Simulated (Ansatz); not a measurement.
**1T-SnSTe monolayer in a perpendicular field**

Aim: how the 1T-SnSTe monolayer screens a field along its normal, and what the field does to its bands. A positive field points along +c.

Method: plane-wave DFT, PBE-D3(BJ), Ansatz PAW, in Ansatz 0.2.0.

This is a report of a sequence of runs, with most program output left out.

### 1. The structure

The cell holds 3 atoms: 1 Te, 1 Sn and 1 S. Cell: a = 3.742 Å, b = 3.742 Å, c = 35.831 Å, α = 90.0°, β = 90.0°, γ = 120.0°. Vacuum lies along c.

### 2. Relaxation

The starting cell is a guess, so the in-plane lattice and the atoms are relaxed first, with the slab cut off from its images along the normal.

input.yaml

```yaml
crystal:
  lattice:
    - [3.7422765, 0.0, 0.0]
    - [-1.87113825, 3.240906517, 0.0]
    - [0.0, 0.0, 35.8305228466]
  atoms:
    - { symbol: Te, position: [0.6666666667, 0.3333333333, 0.4660830675] }
    - { symbol: Sn, position: [0.0, 0.0, 0.5089542158] }
    - { symbol: S, position: [0.3333333333, 0.6666666667, 0.5339169325] }
  periodic: [true, true, false]
kpoints:
  mp_grid: { grid: [12, 12, 1] }
hamiltonian:
  xc: pbe
  dispersion: d3bj
scf:
  occupations: { method: fermi_dirac, width: 0.05 }
  convergence: { dr2_threshold: 1.0e-09 }
relax:
  f_tol: 0.004
  max_steps: 90
  cell: {}
output:
  write_potential: true
  write_density: true
  volumetric_format: npy
```

The run is started by

```
> ansatz run input.yaml --threads 2 --pin off --max-ram 3072MiB --backend cpu --events-out ev --progress --plain --runs-dir out
```

The job ended after 73 s (2 threads of Arm Neoverse V2, shared host; peak memory 0.68 GiB).

Step by step:

```tsv
step	energy less that of the first step (eV)	largest force component (eV/Å)	volume (Å³)
1	0.0000	5.5975	434.57
2	-1.7305	3.6600	442.85
3	-2.4762	1.1924	443.77
4	-2.5726	0.4804	445.82
5	-2.5993	0.1592	446.69
6	-2.6099	0.0520	454.94
7	-2.6108	0.0313	458.62
8	-2.6108	0.0017	459.19
9*	-2.6119	0.0018	459.19
```

Relaxation steps marked * repeat the geometry before them on a plane-wave basis chosen anew for their cell, so energy and pressure can jump there.

Forces are held to the 6 operations that the run works with; a distortion that breaks them can't arise in this run.

```tsv
cell as run	before	after	change
a (Å)	3.742	3.847	+2.8 %
b (Å)	3.742	3.847	+2.8 %
```

The atoms that moved most (Å, along periodic axes as changes of fractional coordinates times the final cell, across vacuum about the mean position):

```tsv
atom	dx	dy	dz	length
S3	0.000	0.000	0.477	0.477
Te1	0.000	0.000	-0.424	0.424
Sn2	0.000	0.000	-0.053	0.053
```

The relaxed structure:

```xyz
3
Lattice="3.8468 0.0000 0.0000 -1.9234 3.3315 0.0000 0.0000 0.0000 35.8305" Properties=species:S:1:pos:R:3
Te    1.9234    1.1105   16.2761
Sn    0.0000    0.0000   18.1826
S     0.0000    2.2210   19.6079
```

Numbers from this step:

* energy at zero smearing: -13907.4513 eV

The lattice constant a goes from 3.742 to 3.847 Å.

### 3. Single point, field 0

A sawtooth potential applies the field, turning back in the middle of the vacuum. With the dipole correction the typed value is the field outside the slab. The induced dipole is small, so the SCF threshold is tight.

The cell differs from the one that the last finished run ended in (c 35.831 → 21.332 Å).

input.yaml

```yaml
crystal:
  lattice:
    - [3.8468342358, 0.0, 0.0]
    - [-1.9234171179, 3.3314561724, 0.0]
    - [0.0, 0.0, 21.3318287162]
  atoms:
    - { symbol: Te, position: [0.6666666667, 0.3333333333, 0.4219047565] }
    - { symbol: Sn, position: [0.0, 0.0, 0.5112799837] }
    - { symbol: S, position: [0.3333333333, 0.6666666667, 0.5780952435] }
kpoints:
  mp_grid: { grid: [12, 12, 1] }
  band_path:
    path: [[0, 0, 0], [0.5, 0, 0], [0.33333333, 0.33333333, 0], [0, 0, 0]]
    npoints: 16
hamiltonian:
  xc: pbe
  dispersion: d3bj
scf:
  occupations: { method: fermi_dirac, width: 0.02585 }
  convergence: { dr2_threshold: 1.0e-10 }
efield:
  axis: 3
  dipole_correction: true
  ramp_position: 0.97
  ramp_width: 0.06
  amplitude: 0
output:
  dos: { projected: true, e_range: [-6, 5] }
  write_potential: true
  write_density: true
  volumetric_format: npy
  elf: true
```

Elapsed: 11 s, on 2 threads; peak memory 0.52 GiB.

Numbers from this step:

```yaml
energy_at_zero_smearing: -13907.4523 eV
work_function_upper_face: 5.447 eV
work_function_lower_face: 4.759 eV
dipole_along_the_normal: -0.04877 e·Å
step_between_the_vacuum_levels: 0.6886 eV
```

Running mean over a fixed 2.5 Å (it still follows the layers) of the planar mean; the ramp of the sawtooth is left out. Table of electron's electrostatic potential energy less the Fermi level by z:

```tsv
z (Å)	electron's electrostatic potential energy less the Fermi level (eV)
3.0	4.76
3.5	4.76
4.0	4.76
4.5	4.76
5.0	4.76
5.5	4.74
6.0	4.70
6.5	4.52
7.0	3.77
7.5	2.56
8.0	1.72
8.5	0.311
9.0	-1.11
9.5	-1.93
10.0	-2.04
10.5	-3.06
11.0	-3.67
11.5	-3.81
12.0	-3.06
12.5	-1.80
13.0	0.141
13.5	2.31
14.0	4.20
14.5	5.17
15.0	5.39
15.5	5.43
16.0	5.44
16.5	5.45
17.0	5.45
17.5	5.45
18.0	5.45
```

The density of states has structure finer than the step of the table below, so its rows give means over 0.2 eV, whole bins alone (the curve runs from -6 to 1.99 eV). Peaks (eV: height): -3.11: 8.05, -2.03: 9.26, -1.95: 5.23, -1.67: 7.16, -1.62: 6.62, -1.45: 5.74, 1.17: 4.86.

The density of states by energy, zero at the Fermi level; means over each step:

energy (eV), density of states (states/eV a cell) and a bar:
```
     -5.4       0.00 
     -5.2       0.01 
     -5.0       1.16 #########
     -4.8       1.72 ##############
     -4.6       2.24 ##################
     -4.4       0.96 ########
     -4.2       1.69 ##############
     -4.0       1.62 #############
     -3.8       1.79 ##############
     -3.6       1.92 ###############
     -3.4       2.32 ###################
     -3.2       3.74 ##############################
     -3.0       3.14 #########################
     -2.8       1.82 ###############
     -2.6       1.59 #############
     -2.4       1.30 ##########
     -2.2       1.31 ##########
     -2.0       3.53 ############################
     -1.8       2.91 #######################
     -1.6       3.30 ##########################
     -1.4       2.53 ####################
     -1.2       1.79 ##############
     -1.0       1.59 #############
     -0.8       1.64 #############
     -0.6       1.19 ##########
     -0.4       0.90 #######
     -0.2       1.03 ########
      0.0       1.29 ##########
      0.2       1.29 ##########
      0.4       1.11 #########
      0.6       2.23 ##################
      0.8       1.63 #############
      1.0       1.60 #############
      1.2       1.43 ###########
      1.4       0.00
```

Projected DOS per atom over height of the atomic layer and energy from the Fermi level. Layers: Te Sn S from below.

Values in states/eV, 22 rows by 3 columns, each cell a mean:
```
0.00 0.00 0.00
0.00 0.00 0.00
0.45 0.58 0.52
0.67 0.67 0.61
0.48 0.39 0.34
0.69 0.28 0.24
0.69 0.11 0.13
1.06 0.11 0.27
1.11 0.09 0.45
1.51 0.09 0.90
2.09 0.17 1.61
0.58 0.17 1.05
0.34 0.26 0.88
0.56 0.52 1.42
0.80 0.70 1.53
0.44 0.51 0.92
0.43 0.50 0.80
0.32 0.34 0.44
0.62 0.69 0.72
0.20 0.21 0.18
0.00 0.00 0.00
0.00 0.00 0.00
```
Columns: height of the atomic layer (Å) from 9 to 12.3 (not evenly spaced); rows upwards: energy from the Fermi level (eV) from -5.96 to 1.96.

Electronic bands along the path, in eV, zero at the Fermi level:

```tsv
point	band 15	band 16	band 17	band 18	band 19	band 20	band 21	band 22
Γ	-1.94	-1.94	0.29	0.29	0.50	3.00	3.68	3.68
halfway	-2.60	-2.52	-1.74	-0.29	0.84	3.10	4.46	4.49
M	-3.13	-3.13	-1.61	-0.72	-0.29	3.19	3.98	4.45
halfway	-3.92	-3.24	-1.71	-1.48	0.43	3.94	4.14	4.31
K	-4.12	-4.04	-1.94	-1.46	0.57	3.73	4.33	5.00
halfway	-3.56	-2.32	-1.75	-0.99	1.18	3.74	3.77	4.71
Γ	-1.94	-1.94	0.29	0.29	0.50	3.00	3.68	3.68
```

Electrostatic potential energy in the ca plane at fractional y = 0.000, with atoms of Sn within 0.2 Å of it. With pseudopotentials it is smooth inside the atoms' cores, unlike the true potential.

Ten even steps from '0' (-15 eV) to '9' (4 eV), each cell a mean:
```
99999999999999987218980378999999999999999999
99999999999998887500200578999999999999999999
99999999999988777652125788999999999999999999
99999999999987556777677778999999999999999999
99999999999976335788887767899999999999999999
99999999999986435777777777899999999999999999
99999999999987666765556778999999999999999999
99999999999998877620003688999999999999999999
99999999999999887304730478999999999999999999
99999999999999987229990278999999999999999999
```
Columns run along c (16.0 Å, from fractional 0.17 to 0.92 of the cell; values clipped at the 3rd and 97th percentile), rows up along a (3.8 Å). Atoms in or near the plane, at fractional coordinates: Sn at (0.51, 0.00).

Valence density in the ca plane at fractional y = 0.000, with atoms of Sn within 0.2 Å of it. It is the smooth field of the valence electrons, not physical close to the nuclei.

Ten steps, logarithmic in the rise over the least value, from '0' (0 e/Å³) to '9' (13 e/Å³), each cell a mean:
```
00000000000000000000113699741000000000000000
00000000000000000001112466421100000000000000
00000000000000000111222223221110000000000000
00000000000000000122222111122210000000000000
00000000000000000122221111122211000000000000
00000000000000000122221111122211000000000000
00000000000000000112222222222110000000000000
00000000000000000011122344321100000000000000
00000000000000000001113578631000000000000000
00000000000000000000113799741000000000000000
```
Columns run along c (16.0 Å, from fractional 0.09 to 0.84 of the cell), rows up along a (3.8 Å). Atoms in or near the plane, at fractional coordinates: Sn at (0.51, 0.00).

ELF in the ca plane at fractional y = 0.000, with atoms of Sn within 0.2 Å of it. It is the smooth field of the valence electrons, not physical close to the nuclei.

Ten even steps from '0' (0.00) to '9' (0.73), each cell a mean:
```
00000000000000000001233200132100000000000000
00000000000000001223444322333210000000000000
00000000000000124677775433356653200000000000
00000000000000257998886433478987420000000000
00000000000001368998776312489998631000000000
00000000000001258998786422479998531000000000
00000000000000136888876433467775310000000000
00000000000000012455555433334431100000000000
00000000000000000111233311232100000000000000
00000000000000000000133100132100000000000000
```
Columns run along c (16.0 Å, from fractional 0.09 to 0.84 of the cell), rows up along a (3.8 Å). Atoms in or near the plane, at fractional coordinates: Sn at (0.51, 0.00).

The work function of the upper face is 5.45 eV.

### 4. Atoms held, field 0.1 V/Å

input.yaml, as its differences from that of step 3:

```diff
@@ -25,5 +25,4 @@
   ramp_width: 0.06
-  amplitude: 0
+  amplitude: 0.1
 output:
-  dos: { projected: true, e_range: [-6, 5] }
   write_potential: true
@@ -31,2 +30 @@
   volumetric_format: npy
-  elf: true
```

Elapsed: 10 s, on 2 threads; peak memory 0.49 GiB; 20 s of CPU time.

The dipole is -0.00937 e·Å, 0.0394 e·Å from its value without field.

### 5. Atoms held, field -0.1 V/Å

input.yaml, as its differences from that of step 4:

```diff
@@ -25,3 +25,3 @@
   ramp_width: 0.06
-  amplitude: 0.1
+  amplitude: -0.1
 output:
```

Run time: 10 s. Hardware: 2 threads; peak memory 0.49 GiB.

The dipole is -0.0881 e·Å, -0.0394 e·Å from its value without field.

### 6. Response, atoms held

This step: plane-wave DFT, PBE-D3(BJ), Ansatz PAW; response to a field along the normal, atoms held (Ansatz 0.2.0).

The dipoles give the slope, and the difference of two potentials shows where the field is screened.

This step gave:

- equivalent conductor thickness p/(ε₀AE): 5.561 Å
- distance between the outer atoms: 3.332 Å

The dipole of the cell by applied field:

```tsv
applied field (V/Å)	dipole of the cell (e·Å)
-0.1000	-0.0881
0.0000	-0.0488
0.1000	-0.00937
```

Local field over the applied field, running mean. From the potentials at -0.1 and 0.1 V/Å; running mean over 2.5 Å. The local field over applied field by z:

```tsv
z (Å)	local field over applied field
4.5	0.997
5.0	0.992
5.5	0.979
6.0	0.944
6.5	0.868
7.0	0.735
7.5	0.565
8.0	0.387
8.5	0.219
9.0	0.0919
9.5	0.0378
10.0	0.0280
10.5	0.0271
11.0	0.0399
11.5	0.0722
12.0	0.128
12.5	0.239
13.0	0.400
13.5	0.579
14.0	0.746
14.5	0.878
15.0	0.951
15.5	0.983
16.0	0.994
16.5	0.998
17.0	0.999
```

Electrons, planar mean, per unit field. Table of induced electron density by z:

```tsv
z (Å)	induced electron density (e/Å³ per V/Å)
4.15	4.7e-6
4.44	9.4e-6
4.89	2.6e-5
5.18	5.0e-5
5.63	1.3e-4
5.93	2.4e-4
6.22	4.2e-4
6.67	9.4e-4
6.96	0.00155
7.26	0.00236
7.70	0.00344
8.00	0.00324
8.44	0.00135
8.74	8.6e-4
9.04	6.5e-4
9.48	6.1e-4
9.78	1.5e-4
10.07	-8.6e-4
10.52	-7.7e-4
10.81	-3.5e-5
11.26	5.9e-4
11.55	4.0e-4
11.85	-4.4e-4
12.30	-0.00100
12.59	-0.00149
12.89	-0.00272
13.33	-0.00347
13.63	-0.00275
14.07	-0.00142
14.37	-8.2e-4
14.67	-4.6e-4
15.11	-1.8e-4
15.41	-9.2e-5
15.70	-4.7e-5
16.15	-1.6e-5
16.44	-7.8e-6
16.89	-2.6e-6
17.18	-1.2e-6
```

By hand: between -0.1 and 0.1 V/Å the dipole changes by 0.07877 e·Å, a slope of 0.3939 e·Å²/V. A perfect conductor of thickness t has p = ε₀AEt, so t = 180.95 × 0.3939 / 12.816 = 5.56 Å (e/ε₀ = 180.95 V·Å, A in Å²).

The induced dipole is that of a conductor 5.56 Å thick.

### 7. Outcome

| Quantity | Value |
| --- | --- |
| gap without field | none |
| work function, upper face | 5.45 eV |
| step between the vacuum levels | 0.689 eV |
| equivalent conductor thickness, atoms held | 5.56 Å |

**Reading.** The induced dipole equals that of a perfect conductor 5.56 Å thick, while the outer atoms lie 3.33 Å apart. The two faces differ: the vacuum level above lies 0.69 eV higher than the one below. There is no gap over 0.03 eV, with or without the field. Spin-orbit coupling is left out, which matters for the bands of elements this heavy.

[Logs are printed without paths, hosts, clocks, repeated set-up lines and the standing remarks that a program may print on its own settings, such as how far it seeks lower states.]

[Hosts, paths, dates, database ids (printed as entryN), source tags and the programs' standing remarks are cut or masked in the printed files.]

[Maps of the electrostatic potential energy from Ansatz leave out the sawtooth potential of an applied field or a dipole correction, so their vacuum need not be flat; planar profiles and work functions include it.]

[The density of states shown here was stored with 400 of the rows of the run's finer table, so its peaks can read low, often by over a quarter, or be missed, and its means over a window can be off by a tenth or more.]
